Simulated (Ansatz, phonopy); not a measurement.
# KI (Fm-3m): a volume series of phonon spectra, part 2 of 2

Which modes of KI drive its thermal expansion?

Measurements to reproduce:
- volume expansion coefficient 113.7 1e-6/K near room temperature (given in “Descriptors for thermal expansion in solids”, 2017, arXiv:1701.03966)

Ansatz 0.2.0; DFT LDA, scalar-relativistic, plane waves, PAW.

So far, highest frequency (cm⁻¹): step 6 (phonons, V/V0 1) 146.

**9. A cell at another volume, V/V0 0.98**

The cell differs from the one that the last finished run ended in (a 4.853 → 4.788 Å, b 4.853 → 4.788 Å, c 4.853 → 4.788 Å).

File input.yaml:

```yaml
crystal:
  lattice:
    - [0.0, 3.3858383295, 3.3858383295]
    - [3.3858383295, 0.0, 3.3858383295]
    - [3.3858383295, 3.3858383295, 0.0]
  atoms:
    - { symbol: K, position: [0.0, 0.0, 0.0] }
    - { symbol: I, position: [0.5, 0.5, 0.5] }
kpoints:
  mp_grid: { grid: [8, 8, 8] }
hamiltonian:
  xc: lda
scf:
  occupations: { method: fixed }
  lower_state_search: "off"
output:
  forces: true
  stress: true
  eigenvalues: true
```

Launch:

```
> ansatz run input.yaml --threads 4 --pin off --max-ram 16384MiB --backend cpu --events-out ev --progress --plain --runs-dir out
```

Elapsed: 0.83 s, on 4 threads of Arm Neoverse V1, shared host; peak memory 0.34 GiB; 2.6 s of CPU time.

The run ends at a pressure of 0.34 GPa.

**10. Phonons, V/V0 0.98**

input.yaml, the sections that differ from step 9:

```yaml
output:
  eigenvalues: true
phonons:
  method: dfpt
  dielectric: true
  rigid_motions: translations
  qmesh: [4, 4, 4]
  temperatures: { t_max: 1000, t_step: 50 }
  qpath:
    path:
      - [[0.0, 0.0, 0.0], [0.5, 0.0, 0.5], [0.625, 0.25, 0.625]]
      - [[0.375, 0.375, 0.75], [0.0, 0.0, 0.0], [0.5, 0.5, 0.5], [0.5, 0.25, 0.75], [0.5, 0.0, 0.5]]
    npoints: 10
# crystal, kpoints, hamiltonian, scf: as in step 9
```

Run time: 3 min. Hardware: 4 threads; peak memory 1.7 GiB; 12 min of CPU time.

No mode is imaginary beyond numerical noise at the solved wavevectors. The highest zone-centre mode (no LO–TO term) moved by +4.6 % for a volume change of -2.0 %.

**11. A cell at another volume, V/V0 1.04**

The cell differs from the one that the last finished run ended in (a 4.788 → 4.884 Å, b 4.788 → 4.884 Å, c 4.788 → 4.884 Å).

input.yaml, the sections that differ from step 10:

```yaml
crystal:
  lattice:
    - [0.0, 3.4535729839, 3.4535729839]
    - [3.4535729839, 0.0, 3.4535729839]
    - [3.4535729839, 3.4535729839, 0.0]
  atoms:
    - { symbol: K, position: [0.0, 0.0, 0.0] }
    - { symbol: I, position: [0.5, 0.5, 0.5] }
output:
  forces: true
  stress: true
  eigenvalues: true
# kpoints, hamiltonian, scf: as in step 10
# phonons: removed
```

Run time: 0.85 s. Hardware: 4 threads; peak memory 0.35 GiB.

The run ends at a pressure of -0.57 GPa.

**12. Phonons, V/V0 1.04**

input.yaml, the sections that differ from step 11:

```yaml
output:
  eigenvalues: true
phonons:
  method: dfpt
  dielectric: true
  rigid_motions: translations
  qmesh: [4, 4, 4]
  temperatures: { t_max: 1000, t_step: 50 }
  qpath:
    path:
      - [[0.0, 0.0, 0.0], [0.5, 0.0, 0.5], [0.625, 0.25, 0.625]]
      - [[0.375, 0.375, 0.75], [0.0, 0.0, 0.0], [0.5, 0.5, 0.5], [0.5, 0.25, 0.75], [0.5, 0.0, 0.5]]
    npoints: 10
# crystal, kpoints, hamiltonian, scf: as in step 11
```

Elapsed: 3.2 min, on 4 threads; peak memory 1.7 GiB.

LO-TO term included. Phonon branches along the path, in cm⁻¹:

```tsv
point	branch 1	branch 2	branch 3	branch 4	branch 5	branch 6
Γ	0	0	0	105	105	138
halfway	22	22	61	106	106	117
X	29	29	48	108	108	113
halfway	33	37	48	106	109	112
U	42	45	51	102	111	112
jump to K	42	45	51	102	111	112
halfway	26	47	55	95	108	128
Γ	0	0	0	105	105	138
halfway	36	36	45	100	100	136
L	54	54	66	94	94	132
halfway	48	50	60	98	104	121
W	41	41	58	103	110	110
halfway	33	45	47	106	109	112
X	29	29	48	108	108	113
```

No mode is imaginary beyond numerical noise at the solved wavevectors. The highest zone-centre mode (no LO–TO term) moved by -8.8 % for a volume change of +4.0 %.

**13. A cell at another volume, V/V0 1.06**

The cell differs from the one that the last finished run ended in (a 4.884 → 4.915 Å, b 4.884 → 4.915 Å, c 4.884 → 4.915 Å).

input.yaml, the sections that differ from step 12:

```yaml
crystal:
  lattice:
    - [0.0, 3.4755708572, 3.4755708572]
    - [3.4755708572, 0.0, 3.4755708572]
    - [3.4755708572, 3.4755708572, 0.0]
  atoms:
    - { symbol: K, position: [0.0, 0.0, 0.0] }
    - { symbol: I, position: [0.5, 0.5, 0.5] }
output:
  forces: true
  stress: true
  eigenvalues: true
# kpoints, hamiltonian, scf: as in step 12
# phonons: removed
```

Run time: 0.88 s. Hardware: 4 threads; peak memory 0.35 GiB; 2.8 s of CPU time.

The run ends at a pressure of -0.81 GPa.

**14. Lattice dynamics at this volume, V/V0 1.06**

input.yaml, the sections that differ from step 13:

```yaml
output:
  eigenvalues: true
phonons:
  method: dfpt
  dielectric: true
  rigid_motions: translations
  qmesh: [4, 4, 4]
  temperatures: { t_max: 1000, t_step: 50 }
  qpath:
    path:
      - [[0.0, 0.0, 0.0], [0.5, 0.0, 0.5], [0.625, 0.25, 0.625]]
      - [[0.375, 0.375, 0.75], [0.0, 0.0, 0.0], [0.5, 0.5, 0.5], [0.5, 0.25, 0.75], [0.5, 0.0, 0.5]]
    npoints: 10
# crystal, kpoints, hamiltonian, scf: as in step 13
```

The job ended after 3.2 min (4 threads; peak memory 1.8 GiB; 12 min of CPU time).

LO-TO term included. Phonon branches along the path, in cm⁻¹:

```tsv
point	branch 1	branch 2	branch 3	branch 4	branch 5	branch 6
Γ	0	0	0	100	100	135
halfway	22	22	58	101	101	113
X	30	30	49	103	103	108
halfway	33	37	48	101	104	107
U	42	46	50	98	106	107
jump to K	42	46	50	98	106	107
halfway	27	45	53	91	103	124
Γ	0	0	0	100	100	135
halfway	34	34	44	96	96	132
L	52	52	64	90	90	128
halfway	47	48	58	94	99	117
W	42	42	56	99	105	105
halfway	34	44	47	102	104	107
X	30	30	49	103	103	108
```

No mode is imaginary beyond numerical noise at the solved wavevectors. The highest zone-centre mode (no LO–TO term) moved by -13.0 % for a volume change of +6.0 %.

**15. A cell at another volume, V/V0 1.085**

The cell differs from the one that the last finished run ended in (a 4.915 → 4.954 Å, b 4.915 → 4.954 Å, c 4.915 → 4.954 Å).

input.yaml, the sections that differ from step 14:

```yaml
crystal:
  lattice:
    - [0.0, 3.5026824898, 3.5026824898]
    - [3.5026824898, 0.0, 3.5026824898]
    - [3.5026824898, 3.5026824898, 0.0]
  atoms:
    - { symbol: K, position: [0.0, 0.0, 0.0] }
    - { symbol: I, position: [0.5, 0.5, 0.5] }
output:
  forces: true
  stress: true
  eigenvalues: true
# kpoints, hamiltonian, scf: as in step 14
# phonons: removed
```

Wall time 0.85 s (4 threads); peak memory 0.35 GiB; 2.7 s of CPU time.

The run ends at a pressure of -1.07 GPa.

**16. Phonons, V/V0 1.085**

input.yaml, the sections that differ from step 15:

```yaml
output:
  eigenvalues: true
phonons:
  method: dfpt
  dielectric: true
  rigid_motions: translations
  qmesh: [4, 4, 4]
  temperatures: { t_max: 1000, t_step: 50 }
  qpath:
    path:
      - [[0.0, 0.0, 0.0], [0.5, 0.0, 0.5], [0.625, 0.25, 0.625]]
      - [[0.375, 0.375, 0.75], [0.0, 0.0, 0.0], [0.5, 0.5, 0.5], [0.5, 0.25, 0.75], [0.5, 0.0, 0.5]]
    npoints: 10
# crystal, kpoints, hamiltonian, scf: as in step 15
```

Wall time 3.2 min (4 threads); peak memory 1.8 GiB.

No mode is imaginary beyond numerical noise at the solved wavevectors. The highest zone-centre mode (no LO–TO term) moved by -18.1 % for a volume change of +8.5 %.

**17. Mode Grüneisen parameters**

This step: DFT LDA, scalar-relativistic, plane waves, PAW (phonopy 4.10.0).

This step gave:

```
share of modes with a negative Grüneisen parameter : 0.118
```

Mean Grüneisen, by row:

```tsv
T (K)	heat-capacity-weighted mean	root mean square
50	1.294	1.663
100	1.46	1.759
200	1.505	1.784
300	1.513	1.789
500	1.517	1.791
800	1.519	1.792
```

The mean mode Grueneisen parameter by wavenumber:

```tsv
wavenumber (cm⁻¹)	mean mode Grueneisen parameter
2.4	-
7.3	-0.967
17.0	0.875
21.9	-0.0764
31.6	0.0178
36.4	0.273
41.3	0.526
51.0	1.19
55.9	1.76
60.7	1.62
70.4	1.54
75.3	-
85.0	-
89.9	-
94.7	-
104.4	2.24
109.3	2.24
114.1	2.28
123.9	2.11
128.7	1.74
138.4	1.41
143.3	1.37
```

Volume series, by row:

```tsv
V/V0	V (Å³/atom)	pressure (GPa)	E - E0 (meV/atom)	gap (eV)	zero-point energy (meV/atom)	lowest on the path (cm⁻¹)	highest at Gamma without the LO-TO term (cm⁻¹)
0.98	38.81	0.34	0.831	3.924	16	0	120.2
1	39.61	0	0	3.869	15.43	0	114.9
1.02	40.4	-0.302	0.76	3.817	14.89	0	109.7
1.04	41.19	-0.569	2.926	3.768	14.36	0	104.8
1.06	41.98	-0.807	6.341	3.721	13.84	0	99.9
1.085	42.97	-1.066	12.15	3.665	13.23	0	94.04
```

The optical frequency at Gamma without the LO-TO term, mode 4 by V/V0:

```tsv
V/V0	optical frequency at Gamma without the LO-TO term, mode 4 (cm⁻¹)
0.9800	120
1.0000	115
1.0200	110
1.0400	105
1.0600	99.9
1.0850	94.0
```

Grüneisen at points, by row:

```tsv
point	branch	frequency (cm⁻¹)	mode Grüneisen parameter
Γ	4	114.9	2.28
Γ	6	146.1	1.36
X	1	27.8	-1.42
X	3	47.2	-0.79
X	4	118.7	2.35
X	6	124.2	2.37
U	1	43.9	-0.8
U	2	44.4	1.16
U	3	53.3	0.96
U	4	112.6	2.32
U	5	121	2.05
U	6	122.6	2.36
K	1	43.9	-0.8
K	2	44.4	1.16
K	3	53.3	0.96
K	4	112.6	2.32
K	5	121	2.05
K	6	122.6	2.36
L	1	58.8	2.18
L	3	70.2	1.52
L	4	102.8	2.21
L	6	138.9	1.37
W	1	40	-0.89
W	3	62.5	1.94
W	4	111.6	1.95
W	5	121.6	2.36
```

**18. Free-energy fit**

Numbers from this step:

```yaml
volume_expansion_coefficient_at_300_k: 122.1 1e-6/K
isothermal_bulk_modulus_at_300_k: 13.13 GPa
c_p_at_300_k: 26.07 J/mol-atom/K
grueneisen_parameter_at_300_k: 1.608
```

The energy (each curve on its own zero) by volume; values in meV/atom:

```tsv
volume (Å³/atom)	static	F at 0 K	F at 300 K	F at 600 K
38.81	0.83	2.21	7.01	13.0
39.61	0	0.81	3.8	7.49
40.40	0.76	1.02	2.14	3.49
41.19	2.93	2.66	1.85	0.82
41.98	6.34	5.56	2.78	-0.69
42.97	12.2	10.8	5.43	-1.13
```

Phonopy-qha, vinet fit of F(V) at each temperature; no electronic free energy. Qha vinet, by row:

```tsv
T (K)	fitted volume (Å³/atom)	alpha_V (1e-6/K)	B_T (GPa)	C_P (J/mol-atom/K)	Grueneisen
75	40	76.84	15.29	20.21	1.416
100	40.09	89.41	15.07	22.32	1.483
125	40.18	96.94	14.84	23.46	1.517
150	40.28	102.2	14.61	24.17	1.538
175	40.39	106.2	14.37	24.66	1.553
200	40.5	109.8	14.13	25.03	1.566
225	40.61	113	13.88	25.34	1.577
250	40.73	116	13.63	25.6	1.587
275	40.85	119.1	13.38	25.84	1.598
300	40.97	122.1	13.13	26.07	1.608
325	41.1	125.2	12.87	26.3	1.618
350	41.23	128.4	12.61	26.52	1.628
375	41.36	131.7	12.35	26.75	1.638
400	41.5	135.1	12.09	26.98	1.649
425	41.64	138.7	11.82	27.22	1.659
450	41.79	142.5	11.55	27.47	1.67
475	41.94	146.5	11.27	27.73	1.682
500	42.09	150.8	11	28.01	1.693
525	42.26	155.3	10.72	28.3	1.705
550	42.42	160.1	10.44	28.61	1.718
```

Table of volume expansion coefficient, phonopy-qha, Vinet by temperature:

```tsv
temperature (K)	volume expansion coefficient, phonopy-qha, Vinet (1e-6/K)
75	76.8
100	89.4
125	96.9
150	102
175	106
200	110
225	113
250	116
275	119
300	122
325	125
350	128
375	132
400	135
425	139
450	143
475	147
500	151
525	155
550	160
```

The fit gives a volume expansion of 122 × 10⁻⁶/K at 300 K.

**19. What came out**

| Quantity | Value |
| --- | --- |
| volume expansion coefficient at 300 K | 122.1 1e-6/K |
| isothermal bulk modulus at 300 K | 13.13 GPa |
| C_P at 300 K | 26.07 J/mol-atom/K |
| Grüneisen parameter at 300 K | 1.608 |
| mean mode Grüneisen parameter at 300 K | 1.51 |

In words: Near room temperature KI expands by 122 × 10⁻⁶/K in volume by LDA, with C_P = 26.1 J/(mol K) per mole of atoms and B_T = 13.1 GPa. The table stops at 550 K because beyond it the fitted volume comes within 1 % of the largest computed cell, where the fit loses its support. C_P at room temperature is 105 % of the classical 3R an atom. A measured volume expansion coefficient near room temperature is 113.7 1e-6/K (arXiv:1701.03966); the calculated 122 1e-6/K differs by +7 %. The heat-capacity-weighted Grüneisen parameter goes from 1.29 at 50 K to 1.52 at 800 K; 12 % of the modes stiffen on expansion. Weighting γ by the density of states and each mode's heat capacity at 300 K, modes below 50 cm⁻¹ give about 6 % of the sum of γC that drives the expansion, those up to 100 cm⁻¹ 25 % and the rest 69 %. Among the labelled points γ is largest for branch 6 at X (124 cm⁻¹, 2.4) and most negative for branch 1 at X (27.8 cm⁻¹, -1.4). The PAW files were made for PBE and are used here under another functional, for which the program regenerates the frozen cores.

[Logs are printed without paths, hosts, clocks, repeated set-up lines and the standing remarks that a program may print on its own settings, such as how far it seeks lower states.]

[Hosts, paths, dates, database ids (printed as entryN), source tags and the programs' standing remarks are cut or masked in the printed files.]

[A step with changed settings may run another functional than the one named; its input shows which.]

[Of the runs on displaced cells, only some may be shown.]
